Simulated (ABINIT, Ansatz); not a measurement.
**InP (F-43m): one start, several treatments of the self-energy**

Wanted: the gap of InP (F-43m) under several approximations, with cost.

Main program and level: ABINIT 10.8.3; PBE and many-body steps on it, plane waves.

### Step 1. The starting structure

Symmetry: F-43m, No. 216, cubic system. The conventional cell has a = 5.869 Å, b = 5.869 Å, c = 5.869 Å, α = 90.00°, β = 90.00°, γ = 90.00°. In has 4 P at 2.54 Å nearest. Nearest to P lie 4 In at 2.54 Å. Farther neighbours are not listed.

The cell and positions come from the Crystallography Open Database and are kept as given unless a step says otherwise.

### Step 2. Empty states on the mesh, 4×4×4 mesh, 345 bands

This step: ABINIT 10.8.3; DFT, PBE, plane waves, norm-conserving pseudopotentials.

The sums over transitions need many empty states on a uniform mesh; this step solves for them.

File run.abi:

```
acell 3*1.0 Angstrom
rprim 
  -0.000000000000 2.934350000000 2.934350000000
  2.934350000000 -0.000000000000 2.934350000000
  2.934350000000 2.934350000000 -0.000000000000
ntypat 2
znucl 49 15
natom 2
typat 1 2
xred 
  0.000000000000 0.000000000000 0.000000000000
  0.250000000000 0.250000000000 0.250000000000
pp_dirpath "pseudos"
pseudos "In.upf, P.upf"
ecut 33
ngkpt 4 4 4
nshiftk 1
shiftk 0 0 0
kptopt 1
chksymbreak 0
irdden 1
istwfk *1
nband 345
prtvol 0
optdriver 6
gwr_task "HDIAGO"
paral_kgb 0
occopt 1
indata_prefix "in"
outdata_prefix "out"
tmpdata_prefix "tmp"
```

Launch:

```console
OMP_NUM_THREADS=1 mpirun -n 8 abinit run.abi > log
```

The log of the run:

```text
.Version 10.8.3 of ABINIT. v10.8.2 released Aug 2026.

 Symmetries : space group F-4 3 m (#216); Bravais cF (face-center cubic)
[... echo of the input left out ...]
== DATASET  1 ==================================================================
-   mpi_nproc: 8, omp_nthreads: 1 (-1 if OMP is not activated)

--- !DatasetInfo
iteration_state: {dtset: 1, }
dimensions: {natom: 2, nkpt: 8, mband: 345, nsppol: 1, nspinor: 1, nspden: 1, mpw: 3119, }
cutoff_energies: {ecut:  33.0, pawecutdg:  -1.0, }
[...]
Direct band gap semiconductor
 Fundamental gap:     0.688 (eV)
   VBM:     4.922 (eV) at k: [ 0.0000E+00,  0.0000E+00,  0.0000E+00]
   CBM:     5.610 (eV) at k: [ 0.0000E+00,  0.0000E+00,  0.0000E+00]
 Direct gap:         0.688 (eV) at k: [ 0.0000E+00,  0.0000E+00,  0.0000E+00]

== END DATASET(S) ==============================================================
================================================================================

 -outvars: echo values of variables after computation  --------
           etotal      0.0000000000E+00
            nband         345
             nkpt           8
          spgroup         216
 [... the other variables as echoed above ...]

 Calculation completed.
```

The job ended after 30 s (8 MPI ranks of Intel Xeon Platinum 8259CL at 2.50GHz (Skylake/Cascade Lake), shared host; peak memory 4.7 GiB).

This step gave:

```
gap                                                           : 0.6876 eV
k of the valence top                                          : 0, 0, 0
k of the conduction bottom                                    : 0, 0, 0
least direct gap                                              : 0.6876 eV
k points computed                                             : 8
lowest point of the top converged band, above the valence top : 189.0861 eV
```

On this mesh the gap is 0.688 eV.

The density comes from a self-consistent run that is not shown.

### Step 3. Screening, 4×4×4 mesh, 145 bands, screening to 176.9 eV

The RPA dielectric matrix is built and inverted for each q.

This step: RPA screening on PBE, plane waves, norm-conserving pseudopotentials.

Changes to run.abi since step 2:

```diff
@@ -20,10 +20,11 @@
 chksymbreak 0
-irdden 1
 istwfk *1
-nband 345
-prtvol 0
-optdriver 6
-gwr_task "HDIAGO"
-paral_kgb 0
 occopt 1
+irdwfk 1
+optdriver 3
+nband 145
+ecuteps 6.5
+inclvkb 2
+awtr 1
+symchi 1
 indata_prefix "in"
```

The log of the run:

```text
.Version 10.8.3 of ABINIT. v10.8.2 released Aug 2026.

 Symmetries : space group F-4 3 m (#216); Bravais cF (face-center cubic)
[... echo of the input left out ...]
== DATASET  1 ==================================================================
-   mpi_nproc: 8, omp_nthreads: 1 (-1 if OMP is not activated)

--- !DatasetInfo
iteration_state: {dtset: 1, }
dimensions: {natom: 2, nkpt: 8, mband: 145, nsppol: 1, nspinor: 1, nspden: 1, mpw: 3119, }
cutoff_energies: {ecut:  33.0, pawecutdg:  -1.0, }
electrons: {nelect:   2.60000000E+01, charge:   0.00000000E+00, occopt:   1.00000000E+00, tsmear:   1.00000000E-02, }

 SCREENING: Calculation of the susceptibility and dielectric matrices

 Based on a program developped by R.W. Godby, V. Olevano, G. Onida, and L. Reining.
 Incorporated in ABINIT by V. Olevano, G.-M. Rignanese, and M. Torrent.
.Using double precision arithmetic ; gwpc =  8

[... cell and pseudopotentials left out ...]
--------------------------------------------------------------------------------

 ==== K-mesh for the wavefunctions ====
 Number of points in the irreducible wedge :     8
[... list of points left out ...]
 Together with 24 symmetry operations and time-reversal symmetry
 yields    64 points in the full Brillouin Zone.

 ==== Q-mesh for the screening function ====
 Number of points in the irreducible wedge :     8
[... list of points left out ...]
 Together with 24 symmetry operations and time-reversal symmetry
 yields    64 points in the full Brillouin Zone.

 setmesh: FFT mesh size selected  =    30x   30x   30
          total number of points  =        27000

 vcoul_init : cutoff-mode = AUXILIARY_FUNCTION
 q-points for optical limit:   1
     1)      0.000010    0.000020    0.000030

- screening: taking advantage of time-reversal symmetry
- Maximum band index for partially occupied states nbvw = 13
- Remaining bands to be divided among processors   nbcw = 132
- Number of bands treated by each node ~16

 Number of electrons calculated from density =   26.0000; Expected =   26.0000
 average of density, n =  0.076245
 r_s =    1.4630
 omega_plasma =   26.6355 [eV]

 calculating chi0 at frequencies [eV] :
  1    0.000000E+00    0.000000E+00
  2    0.000000E+00    2.663552E+01

--------------------------------------------------------------------------------
  q-point number  1        q = ( 0.000000, 0.000000, 0.000000) [r.l.u.]
--------------------------------------------------------------------------------
[... chi0 elements left out ...]
 For q-point:  0.000010 0.000020 0.000030
  dielectric constant =  47.1961
  dielectric constant without local fields =  49.8094

  Average fulfillment of the sum rule on Im[epsilon] for q-point    1 :     70.87  [%]
[... wings left out ...]
  q-point number  2        q = ( 0.250000, 0.000000, 0.000000) [r.l.u.]
--------------------------------------------------------------------------------
[... chi0 elements left out ...]
  Average fulfillment of the sum rule on Im[epsilon] for q-point    2 :     81.63  [%]

 [... 6 further q-points ...]
```

Wall time 37 s (8 MPI ranks); peak memory 1.6 GiB.

This step gave:

- ε∞ with local fields, on this mesh, along the program's q direction: 47.20
- the same without local fields: 49.81
- plasma frequency: 26.64 eV
- plane waves in the screening matrix: 283

Local fields lower ε∞ by 5 %. On a Γ-centred mesh this coarse the value itself is usually too large, while a short band sum pulls it down.

### Step 4. G0W0, Godby-Needs plasmon pole

The self-energy is evaluated for the states that the input lists, and the levels follow from it, in one-shot runs by the linearised quasiparticle equation.

This step: G0W0 on PBE, plane waves, norm-conserving pseudopotentials.

Changes to run.abi since step 3:

```diff
@@ -23,8 +23,15 @@
 irdwfk 1
-optdriver 3
+optdriver 4
 nband 145
+gwcalctyp 0
+ecutsigx 33
+symsigma 1
+nkptgw 1
+kptgw 
+  0.0000000000 0.0000000000 0.0000000000
+bdgw 
+  11 17
 ecuteps 6.5
-inclvkb 2
-awtr 1
-symchi 1
+irdscr 1
+ppmodel 1
 indata_prefix "in"
```

The log of the run:

```text
.Version 10.8.3 of ABINIT. v10.8.2 released Aug 2026.

 Symmetries : space group F-4 3 m (#216); Bravais cF (face-center cubic)
[... echo of the input left out ...]
== DATASET  1 ==================================================================
-   mpi_nproc: 8, omp_nthreads: 1 (-1 if OMP is not activated)

--- !DatasetInfo
iteration_state: {dtset: 1, }
dimensions: {natom: 2, nkpt: 8, mband: 145, nsppol: 1, nspinor: 1, nspden: 1, mpw: 3119, }
cutoff_energies: {ecut:  33.0, pawecutdg:  -1.0, }
electrons: {nelect:   2.60000000E+01, charge:   0.00000000E+00, occopt:   1.00000000E+00, tsmear:   1.00000000E-02, }

 SIGMA: Calculation of the GW corrections

 Based on a program developped by R.W. Godby, V. Olevano, G. Onida, and L. Reining.
 Incorporated in ABINIT by V. Olevano, G.-M. Rignanese, and M. Torrent.
.Using double precision arithmetic ; gwpc =  8

[... cell and pseudopotentials left out ...]
--------------------------------------------------------------------------------

 ==== K-mesh for the wavefunctions ====
 Number of points in the irreducible wedge :     8
[... list of points left out ...]
 Together with 24 symmetry operations and time-reversal symmetry
 yields    64 points in the full Brillouin Zone.

 ==== Q-mesh for screening function ====
 Number of points in the irreducible wedge :     8
[... list of points left out ...]
 Together with 24 symmetry operations and time-reversal symmetry
 yields    64 points in the full Brillouin Zone.

 vcoul_init : cutoff-mode = AUXILIARY_FUNCTION
 q-points for optical limit:   1
     1)      0.000010    0.000020    0.000030
 setmesh: FFT mesh size selected  =    45x   45x   45
          total number of points  =        91125

 Number of electrons calculated from density =   26.0000; Expected =   26.0000
 average of density, n =  0.076245
 r_s =    1.4630
 omega_plasma =   26.6355 [eV]

 === KS Band Gaps ===
  >>>> For spin  1
   Minimum direct gap =   0.6876 [eV], located at k-point      :   0.0000  0.0000  0.0000
   Fundamental gap    =   0.6876 [eV], Top of valence bands at :   0.0000  0.0000  0.0000
                                       Bottom of conduction at :   0.0000  0.0000  0.0000
 SIGMA fundamental parameters:
 PLASMON POLE MODEL  1
 number of plane-waves for SigmaX                 3119
 number of plane-waves for SigmaC and W            283
 number of plane-waves for wavefunctions          3119
 number of bands                                   145
 number of independent spin polarizations            1
 number of spinorial components                      1
 number of k-points in IBZ                           8
 number of q-points in IBZ                           8
 number of symmetry operations                      24
 number of k-points in BZ                           64
 number of q-points in BZ                           64
 number of frequencies for dSigma/dE                 9
 frequency step for dSigma/dE [eV]                0.25
 number of omega for Sigma on real axis              0
 max omega for Sigma on real axis  [eV]           0.00
 zcut for avoiding poles [eV]                     0.10

 EPSILON^-1 parameters (SCR file):
 dimension of the eps^-1 matrix on file            283
 dimension of the eps^-1 matrix used               283
 number of plane-waves for wavefunctions          3119
 number of bands                                   145
 number of q-points in IBZ                           8
 number of frequencies                               2
 number of real frequencies                          1
 number of imag frequencies                          1

 matrix elements of self-energy operator (all in [eV])

 Perturbative Calculation

--- !SelfEnergy_ee
iteration_state: {dtset: 1, }
kpoint     : [   0.000,    0.000,    0.000, ]
spin       : 1
KS_gap     :    0.688
QP_gap     :    1.348
Delta_QP_KS:    0.660
data: !SigmaeeData |
     Band     E0 <VxcDFT>   SigX SigC(E0)      Z dSigC/dE  Sig(E)    E-E0       E
       11   4.922 -12.904 -14.799   1.125   0.775  -0.290 -13.501  -0.597   4.326
       12   4.922 -12.904 -14.799   1.125   0.775  -0.290 -13.501  -0.597   4.326
       13   4.922 -12.904 -14.799   1.125   0.775  -0.290 -13.501  -0.597   4.326
       14   5.610 -11.727  -7.731  -3.915   0.790  -0.266 -11.663   0.064   5.674
       15   9.010 -10.776  -6.305  -4.288   0.795  -0.258 -10.631   0.145   9.155
       16   9.010 -10.776  -6.305  -4.288   0.795  -0.258 -10.631   0.145   9.155
       17   9.010 -10.776  -6.305  -4.288   0.795  -0.258 -10.631   0.145   9.155

== END DATASET(S) ==============================================================
================================================================================

 -outvars: echo values of variables after computation  --------
           etotal      0.0000000000E+00
            nband         145
             nkpt           8
          spgroup         216
 [... the other variables as echoed above ...]

 Calculation completed.
```

It took 9 s on 8 MPI ranks; peak memory 1.3 GiB.

This step gave:

```
G0W0 gap on the points computed              : 1.348 eV
starting gap on the mesh                     : 0.6876 eV
k of the valence top                         : 0, 0, 0
k of the conduction bottom                   : 0, 0, 0
Z at the valence top                         : 0.775
Z at the conduction bottom                   : 0.79
least direct G0W0 gap on the computed points : 1.348 eV
```

The gap on the mesh goes from 0.69 eV to 1.35 eV, a correction of +0.66 eV.

### Step 5. G0W0, von der Linden-Horsch plasmon pole

Changes to run.abi since step 4:

```diff
@@ -35,3 +35,3 @@
 irdscr 1
-ppmodel 1
+ppmodel 3
 indata_prefix "in"
```

The log of the run:

```text
.Version 10.8.3 of ABINIT. v10.8.2 released Aug 2026.

 Symmetries : space group F-4 3 m (#216); Bravais cF (face-center cubic)
[... echo of the input left out ...]
== DATASET  1 ==================================================================
-   mpi_nproc: 8, omp_nthreads: 1 (-1 if OMP is not activated)

--- !DatasetInfo
iteration_state: {dtset: 1, }
dimensions: {natom: 2, nkpt: 8, mband: 145, nsppol: 1, nspinor: 1, nspden: 1, mpw: 3119, }
cutoff_energies: {ecut:  33.0, pawecutdg:  -1.0, }
electrons: {nelect:   2.60000000E+01, charge:   0.00000000E+00, occopt:   1.00000000E+00, tsmear:   1.00000000E-02, }

 SIGMA: Calculation of the GW corrections

 Based on a program developped by R.W. Godby, V. Olevano, G. Onida, and L. Reining.
 Incorporated in ABINIT by V. Olevano, G.-M. Rignanese, and M. Torrent.
.Using double precision arithmetic ; gwpc =  8

[... cell and pseudopotentials left out ...]
--------------------------------------------------------------------------------

 ==== K-mesh for the wavefunctions ====
 Number of points in the irreducible wedge :     8
[... list of points left out ...]
 Together with 24 symmetry operations and time-reversal symmetry
 yields    64 points in the full Brillouin Zone.

 ==== Q-mesh for screening function ====
 Number of points in the irreducible wedge :     8
[... list of points left out ...]
 Together with 24 symmetry operations and time-reversal symmetry
 yields    64 points in the full Brillouin Zone.

 vcoul_init : cutoff-mode = AUXILIARY_FUNCTION
 q-points for optical limit:   1
     1)      0.000010    0.000020    0.000030
 setmesh: FFT mesh size selected  =    45x   45x   45
          total number of points  =        91125

 Number of electrons calculated from density =   26.0000; Expected =   26.0000
[...]
number of q-points in BZ                           64
 number of frequencies for dSigma/dE                 9
 frequency step for dSigma/dE [eV]                0.25
 number of omega for Sigma on real axis              0
 max omega for Sigma on real axis  [eV]           0.00
 zcut for avoiding poles [eV]                     0.10

 EPSILON^-1 parameters (SCR file):
 dimension of the eps^-1 matrix on file            283
 dimension of the eps^-1 matrix used               283
 number of plane-waves for wavefunctions          3119
 number of bands                                   145
 number of q-points in IBZ                           8
 number of frequencies                               2
 number of real frequencies                          1
 number of imag frequencies                          1

 matrix elements of self-energy operator (all in [eV])

 Perturbative Calculation

--- !SelfEnergy_ee
iteration_state: {dtset: 1, }
kpoint     : [   0.000,    0.000,    0.000, ]
spin       : 1
KS_gap     :    0.688
QP_gap     :    1.351
Delta_QP_KS:    0.663
data: !SigmaeeData |
     Band     E0 <VxcDFT>   SigX SigC(E0)      Z dSigC/dE  Sig(E)    E-E0       E
       11   4.922 -12.904 -14.799   0.576   0.837  -0.195 -14.008  -1.103   3.819
       12   4.922 -12.904 -14.799   0.576   0.837  -0.195 -14.008  -1.103   3.819
       13   4.922 -12.904 -14.799   0.576   0.837  -0.195 -14.008  -1.103   3.819
       14   5.610 -11.727  -7.731  -4.513   0.852  -0.174 -12.167  -0.440   5.170
       15   9.010 -10.776  -6.305  -4.805   0.860  -0.163 -11.064  -0.288   8.722
       16   9.010 -10.776  -6.305  -4.805   0.860  -0.163 -11.064  -0.288   8.722
       17   9.010 -10.776  -6.305  -4.805   0.860  -0.163 -11.064  -0.288   8.722

== END DATASET(S) ==============================================================
================================================================================

 -outvars: echo values of variables after computation  --------
           etotal      0.0000000000E+00
            nband         145
             nkpt           8
          spgroup         216
 [... the other variables as echoed above ...]

 Calculation completed.
```

Elapsed: 7.7 s, on 8 MPI ranks; peak memory 1.1 GiB.

This step gave:

```
G0W0 gap on the points computed              : 1.351 eV
starting gap on the mesh                     : 0.6876 eV
k of the valence top                         : 0, 0, 0
k of the conduction bottom                   : 0, 0, 0
Z at the valence top                         : 0.837
Z at the conduction bottom                   : 0.852
least direct G0W0 gap on the computed points : 1.351 eV
```

Against G0W0 in ABINIT (4×4×4 mesh, 145 bands, screening to 176.9 eV, Godby-Needs plasmon pole), the gap moves by +0.003 eV.

(Continued in part 2 of 2.)

[Paths, hosts, dates, memory and timing lines, banners, echoed tables and standing remarks are left out of the program output.]

[Logs are printed without paths, hosts, clocks, repeated set-up lines and the standing remarks that a program may print on its own settings, such as how far it seeks lower states.]

[Runs of the session that timed out or met a known fault of the program may be left out.]

[No measured gap is set beside runs whose start may be inverted or whose files or cutoffs have a known fault.]

[Hosts, paths, dates, database ids (printed as entryN), source tags and the programs' standing remarks are cut or masked in the printed files.]

[G0W0 gaps are taken among the corrected bands and points alone; a level outside them can change the order at an edge.]

[Where Ansatz stands beside ABINIT at settings called matched, ABINIT's density can come from a denser mesh and the files from another edition; pairs whose starting gaps differed by over 0.03 eV were left out, so agreement reads better than it is.]
